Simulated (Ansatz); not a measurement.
# LaScSe3 (model cell, started as cubic perovskite with Sc in the octahedra): phonons and vibrational spectra, part 2 of 2

Aim: the phonons of LaScSe3 (model cell, started as cubic perovskite with Sc in the octahedra) at a cell relaxed beforehand at this level. After the zone centre comes a 2×2×2 q mesh on a 8×8×8 k mesh.

Ansatz 0.2.0; DFT PBE, scalar-relativistic, plane waves, PAW; PAW set soft_1.

So far. Step 2 (Modes at Γ): Before it was imposed, the acoustic sum rule was missed by 3.8e-5 eV/Å² and the charge sum rule by 0.0038 e. Small misses are needed for a sound result but don't prove that mesh and cutoff are converged. The lowest optical mode is imaginary, 91.9i cm⁻¹, so the energy falls along it.

The structure was built from a prototype and need not be the compound's stable phase.

## 3. The dispersion

Stability and thermal properties need the whole zone. Linear response on a 2×2×2 q mesh gives force constants as far as a supercell of that size would, and the tensors from the zone-centre run are typed in so that the long-range dipole term is interpolated apart.

Contents of input.yaml:

```yaml
crystal:
  lattice:
    - [5.1171789167, 0.0, 0.0]
    - [0.0, 5.1171789167, 0.0]
    - [0.0, 0.0, 5.1171789167]
  atoms:
    - { symbol: La, position: [0.0, 0.0, 0.0] }
    - { symbol: Sc, position: [0.5, 0.5, 0.5] }
    - { symbol: Se, position: [0.5, 0.5, 0.0] }
    - { symbol: Se, position: [0.5, 0.0, 0.5] }
    - { symbol: Se, position: [0.0, 0.5, 0.5] }
kpoints:
  mp_grid: { grid: [8, 8, 8] }
hamiltonian:
  xc: pbe
  pseudopotentials: { kind: paw, azcp: { folder: soft_1 } }
scf:
  occupations: { method: fixed }
output:
  eigenvalues: true
phonons:
  method: dfpt
  qmesh: [2, 2, 2]
  temperatures: { t_max: 1000, t_step: 50 }
  qpath:
    path:
      - [[0.0, 0.0, 0.0], [0.0, 0.5, 0.0], [0.5, 0.5, 0.0], [0.0, 0.0, 0.0], [0.5, 0.5, 0.5], [0.0, 0.5, 0.0]]
      - [[0.5, 0.5, 0.5], [0.5, 0.5, 0.0]]
    npoints: 10
  non_analytic_term:
    high_frequency_dielectric_tensor: [[13.5494, 0.0, 0.0], [0.0, 13.5494, 0.0], [0.0, 0.0, 13.5494]]
    born_effective_charges:
      - { species: La, tensor: [[5.6117, 0.0, 0.0], [0.0, 5.6117, 0.0], [0.0, 0.0, 5.6117]] }
      - { species: Sc, tensor: [[5.2518, 0.0, 0.0], [0.0, 5.2518, 0.0], [0.0, 0.0, 5.2518]] }
      - { species: Se, tensor: [[-3.1644, 0.0, 0.0], [0.0, -3.1644, 0.0], [0.0, 0.0, -4.5347]] }
      - { species: Se, tensor: [[-3.1644, 0.0, 0.0], [0.0, -4.5347, 0.0], [0.0, 0.0, -3.1644]] }
      - { species: Se, tensor: [[-4.5347, 0.0, 0.0], [0.0, -3.1644, 0.0], [0.0, 0.0, -3.1644]] }
    source: "zone-centre run at this cell"
```

Launch:

```
$ ansatz run input.yaml --threads 4 --pin off --max-ram 16384MiB --backend cpu --events-out ev --progress --plain --runs-dir out
```

Numbers of over 12 decimals in the logs are rounded to 6 here.

The program printed:

```text
[...]
Crystal: 5 atoms, lattice volume = 133.996 Å³
Basis set: ecut = 420 eV, 2601 PW (Γ), exchange–correlation on 72×72×72 points (8 copies of the dense FFT grid, shifted against one another)
Bands: 42, of which v1, the nominal top of the filled ones, is band 35 counted from 1 (34 counted from 0)
Symmetry: 48 space group operations
k-points: 35 of 512
[...]
SCF iter   1: F=—  HF=-24803.491826 eV  |F-HF|=—  |Δ(HF+E_count)|=         —  Δρ=1.24e-1  dr2=3.48e1  ethr=3.10e-3  ⟨swp⟩=2.9  Hψ=4003  notcnv=0  defer=87
[...]
SCF iter  14: F=-24801.012262 eV  HF=-24801.012262 eV  |F-HF|=7.28e-12  |Δ(HF+E_count)|=  3.64e-12  Δρ=4.90e-8  dr2=3.29e-12  ethr=1.00e-12  ⟨swp⟩=9.4  Hψ=9358  notcnv=0
SCF 1 converged in 14 iterations: F = -24801.012262 eV  dr2 = 3.29e-12
[...]
NSCF: frozen V_eff on 35 k-points
[...]
DFPT response loops at q = (0, 0, 0) (fractional): preconditioner auto → Resta (q_TF=auto, 2.448 Å⁻¹)  ε∞=8.8 (no band partly filled); β = 1.00, the filter's whole step (`scf.mixing.beta` (0.50) is not read by the response loops at its default; to damp them type it under 1.00, their step now; it binds the ground state too); Broyden in place of MSR1
[...]
SCF converged after 14 iterations
Free energy (F): -24801.012262 eV
[...]
Internal energy: -24801.012262 eV  (E = F + TS)
E sigma→0 (E₀):  -24801.012262 eV
Fermi energy:    8.930924 eV
[...]
--- Band table (eV; the first three rows and the last of 35) ---
  k-point 0: bands = [... 31 lower, 7.6254, 8.8314, 8.8314, 8.8314, 9.7128, 9.7128, 9.7128, 9.8221, ... 3 higher]
  k-point 1: bands = [... 31 lower, 7.4355, 8.3301, 8.6935, 8.6935, 9.7173, 9.8182, 9.8395, 9.8432, ... 3 higher]
  k-point 2: bands = [... 31 lower, 7.0617, 7.4093, 8.4848, 8.4848, 9.7228, 9.8107, 9.8454, 9.8622, ... 3 higher]
  k-point 34: bands = [... 31 lower, 6.3458, 8.9309, 8.9309, 8.9309, 9.8371, 9.8371, 9.8371, 9.9143, ... 3 higher]
--- Phonons (Γ-DFPT): 4 representative perturbations + reference (Σ response iterations 14) ---
  ASR residual: 1.345e-5 → 0.000e0 eV/Å²; symmetrization residual: 6.767e-6 eV/Å²
  ASR residual per site (eV/Å²): 1.34e-5 1.34e-5 1.18e-5 1.18e-5 1.18e-5
[...]
--- Phonons (arbitrary-q DFPT): 4 irreducible q on the 2×2×2 mesh ---
  q = [0.0000, 0.0000, 0.0000] (star 1, of the zone-centre solve; hermiticity 1.01e-6, symmetrization 1.03e-11): -91.88 -91.88 -91.88 -82.43 -82.43 -82.43 -0.00 0.00 0.00 56.47 56.47 56.47 296.86 296.86 296.86
  q = [0.0000, 0.0000, -0.5000] (star 3, 9 solved perturbations in 975 linear systems a pass and spin channel, the states on 125 of 512 k-point pairs; hermiticity 7.15e-7, symmetrization 3.12e-9): -78.71 -78.71 -61.23 -61.23 -46.76 49.15 49.15 56.55 56.55 68.07 80.64 246.82 262.56 298.27 298.27
[...]
sum rule: each row above includes the acoustic sum rule's correction from the zone centre's row sums; it moved no ω² by more than (0.29 cm⁻¹)²
  mesh force constants: q→R imaginary residual 4.89e-18; ASR residual 1.345e-5 → 0.000e0 eV/Å²; symmetrization residual 1.776e-14 eV/Å²
  interpolated dispersion: 63 rows × 15 modes
  density of states and harmonic sums: on the 12×12×12 q-mesh, interpolated from the force constants of a 2×2×2 supercell (with the dipole–dipole term of supplied tensors)
  largest difference from the sums on the solved wave vectors: F 1.54e-1 eV, S 1.81e-4 and C_V 5.80e-5 eV/K
  zero-point energy: 0.096679 eV/cell   skipped modes (ω ≤ 0): 468, of them read as no rigid motion or as one in doubt: 465 (5.564e0 modes/cell left out, lowest -113.46 cm⁻¹)   left out of the sums: 3.71e-1 of the cell's modes: C_V's classical limit lies that fraction below 3 k_B per atom; for a crystal, a wire or a layer, F and S can be off by more, and a phonons.interpolated_qmesh denser along its periods is the remedy for the sampling
```

It took 8.8 min on 4 threads of Arm Neoverse V1, shared host; peak memory 2.1 GiB.

Numbers from this step:

- sum-rule residual before enforcement: 1.34e-5 eV/Å²
- lowest frequency on the path: -113.5 cm⁻¹
- highest frequency on the path or at a solved wavevector: 332.6 cm⁻¹
- lowest mode on the q mesh (acoustic modes at Γ apart): -113.5 cm⁻¹

Frequencies (cm⁻¹) solved at each irreducible wavevector; negative means imaginary. Frequencies by wavevector, by row:

```
q in reciprocal lattice units  star  mode 1  mode 2  mode 3  mode 4  mode 13  mode 14  mode 15
                        0 0 0     1   -91.9   -91.9   -91.9   -82.4    296.9    296.9    296.9
                     0 0 -0.5     3   -78.7   -78.7   -61.2   -61.2    262.6    298.3    298.3
                  0 -0.5 -0.5     3  -106.8   -86.3   -86.3   -46.2    264.7    264.7    299.4
               -0.5 -0.5 -0.5     1  -113.5  -113.5  -113.5   -80.8      268      268    268.6
```

Interpolated from a 2×2×2 q mesh, with the LO-TO term (at Γ the limit along the path; where Γ stands inside the path, tables give the limit on arrival). Phonon branches along the path, in cm⁻¹:

```
    point  branch 1  branch 2  branch 3  branch 4  branch 12  branch 13  branch 14  branch 15
        Γ       -92       -92       -82       -82        100        297        297        333
  halfway       -86       -86       -71       -71        154        298        298        315
        X       -79       -79       -61       -61        247        263        298        298
  halfway       -95       -76       -73       -67        238        263        297        299
        M      -107       -86       -86       -46        258        265        265        299
  halfway       -92       -78       -78       -65        161        283        298        315
        Γ       -92       -92       -82       -82        100        297        297        333
  halfway       -88       -88       -87       -64        167        284        284        316
        R      -114      -114      -114       -81        268        268        268        269
  halfway       -95       -93       -82       -74        234        264        286        304
        X       -79       -79       -61       -61        247        263        298        298
jump to R      -114      -114      -114       -81        268        268        268        269
  halfway      -110       -96       -96       -72        250        266        266        297
        M      -107       -86       -86       -46        258        265        265        299
```

Tetrahedra on a 12×12×12 mesh, mean over bins of 5 cm-1. Interpolated from a 2×2×2 q mesh. Phonon density of states against wavenumber; read off at these points:

| wavenumber (cm⁻¹) | phonon density of states (1/cm⁻¹/cell) |
| --- | --- |
| -112 | 0.00478 |
| -102 | 0.0418 |
| -88 | 0.122 |
| -78 | 0.137 |
| -68 | 0.117 |
| -62 | 0.106 |
| -52 | 0.0369 |
| -42 | 0.0173 |
| -28 | 0.00846 |
| -18 | 0.00848 |
| -2 | 0.00772 |
| 8 | 0.00874 |
| 18 | 0.0118 |
| 32 | 0.0209 |
| 42 | 0.0212 |
| 58 | 0.0603 |
| 68 | 0.0721 |
| 78 | 0.0650 |
| 92 | 0.0667 |
| 98 | 0.0813 |
| 102 | 0.0333 |
| 118 | 0.0151 |
| 128 | 0.0127 |
| 142 | 0.0126 |
| 152 | 0.0155 |
| 162 | 0.0139 |
| 178 | 0.0137 |
| 188 | 0.0173 |
| 202 | 0.0179 |
| 212 | 0.0131 |
| 222 | 0.0156 |
| 238 | 0.0188 |
| 248 | 0.00405 |
| 262 | 0.0109 |
| 268 | 0.0684 |
| 272 | 0.0489 |
| 282 | 0.0446 |
| 298 | 0.0989 |
| 308 | 0.0384 |
| 322 | 0.0107 |
| 332 | 8.5e-4 |

The partial phonon density of states has structure finer than the step of the table below, so its rows give means over 10 cm⁻¹, whole bins alone (the curve runs from -122 to 350 cm⁻¹). Peaks (cm⁻¹: height): La -74.6: 0.0573, 59.1: 0.0209; Sc 59.1: 0.0172, 79.9: 0.0160, 121.5: 0.0186, 163.1: 0.0174, 201.7: 0.0106, 267.1: 0.0508, 296.8: 0.0437; Se -80.5: 0.0755, -62.7: 0.0682, 94.8: 0.0648, 121.5: 0.0220, 163.1: 0.0251, 231.4: 0.0278, 296.8: 0.0461.

Phonopy on the run's constants, 11x11x11 mesh, Gaussian sigma 3.4 cm-1. Interpolated from a 2×2×2 q mesh. Table of partial phonon density of states by wavenumber; means over each step; values in 1/cm⁻¹/cell:

```
wavenumber (cm⁻¹)       La       Sc       Se
             -110   3.4e-4   1.1e-6   0.0178
             -100  0.00477   2.4e-5   0.0404
              -90   0.0322   7.1e-5   0.0613
              -80   0.0540   7.9e-5   0.0721
              -70   0.0500   1.0e-4   0.0602
              -60   0.0288   1.3e-4   0.0541
              -50   0.0114   7.1e-5   0.0200
              -40  0.00801   8.4e-5   0.0113
              -30  0.00469   8.3e-5  0.00470
              -20  0.00562   1.4e-4  0.00480
              -10  0.00386   6.6e-5  0.00260
                0  0.00146   4.7e-5  0.00125
               10  0.00328   1.9e-4  0.00372
               20  0.00655   4.5e-4  0.00703
               30  0.00701   8.9e-4   0.0112
               40  0.00874  0.00135   0.0143
               50   0.0125  0.00381   0.0177
               60   0.0195   0.0126   0.0366
               70   0.0132  0.00536   0.0355
               80  0.00967   0.0138   0.0502
               90  0.00772  0.00671   0.0606
              100  0.00313   8.2e-4   0.0451
              110   2.9e-4  0.00228  0.00667
              120   8.0e-4   0.0143   0.0169
              130   6.1e-4  0.00710  0.00941
              140   4.7e-5   4.6e-4   7.3e-4
              150   2.1e-5  0.00126  0.00189
              160   2.9e-4   0.0119   0.0174
              170   2.4e-4  0.00844   0.0117
              180   2.1e-5   8.5e-4  0.00140
              190   5.7e-5  0.00328  0.00996
              200   1.3e-4  0.00856   0.0186
              210   6.3e-5  0.00530   0.0140
              220   1.2e-5  0.00112  0.00302
              230   5.0e-5  0.00583   0.0190
              240   3.5e-5  0.00415   0.0108
              250   8.4e-6  0.00151  0.00255
              260   7.6e-5   0.0122  0.00163
              270   2.0e-4   0.0412  0.00887
              280   7.4e-5   0.0275   0.0163
              290   6.6e-5   0.0327   0.0301
              300   1.3e-4   0.0374   0.0399
              310   1.7e-4   0.0160   0.0166
              320   1.3e-4  0.00711  0.00672
              330   5.5e-5  0.00255  0.00232
              340   2.2e-6   1.1e-4   9.8e-5
```

Symmetry leaves 4 wavevectors to solve. The lowest mode among them, the acoustic zeros apart, lies at q = (-0.5, -0.5, -0.5) and is imaginary, 113.5i cm⁻¹, so the energy falls along it.

## 4. Summary of results

* space group (within 0.01 Å): Pm-3m
* volume per atom: 26.8 Å³
* gap on the k-mesh: 0.782 eV
* highest optical mode at the zone centre (no LO-TO term): 297 cm⁻¹
* top of the zone-centre spectrum with the field: 333 cm⁻¹
* lowest optical zone-centre mode: -91.9 cm⁻¹
* mean high-frequency dielectric constant: 13.5
* largest Born charge (third of the trace): 5.61 e
* lowest mode on the q mesh (acoustic modes at Γ apart): -113 cm⁻¹
* highest frequency on the path or at a solved wavevector: 333 cm⁻¹
* imaginary modes on the 2×2×2 q mesh: yes

Modes are clearly imaginary (beyond 10i cm⁻¹) at 4 of the 4 irreducible wavevectors, most at q = (-0.5, -0.5, -0.5) (113.5i cm⁻¹), so this structure is not a minimum of the energy. Without the field, the optical modes at Γ span -92 to 297 cm⁻¹ (negative means imaginary). With the macroscopic field of the longitudinal modes the top of the zone-centre spectrum lies at 333 cm⁻¹, against 297 cm⁻¹ without it. Among the real modes, the strongest infrared line is at 297 cm⁻¹. Spin-orbit coupling is left out, which can matter for the heavy elements here. The starting cell was built on a prototype and not taken from a measurement, so the phase need not exist. These are harmonic frequencies at zero temperature: anharmonic shifts, linewidths and thermal expansion are left out.

[Logs are printed without paths, hosts, clocks, repeated set-up lines and the standing remarks that a program may print on its own settings, such as how far it seeks lower states.]

[Hosts, paths, dates, database ids (printed as entryN), source tags and the programs' standing remarks are cut or masked in the printed files.]
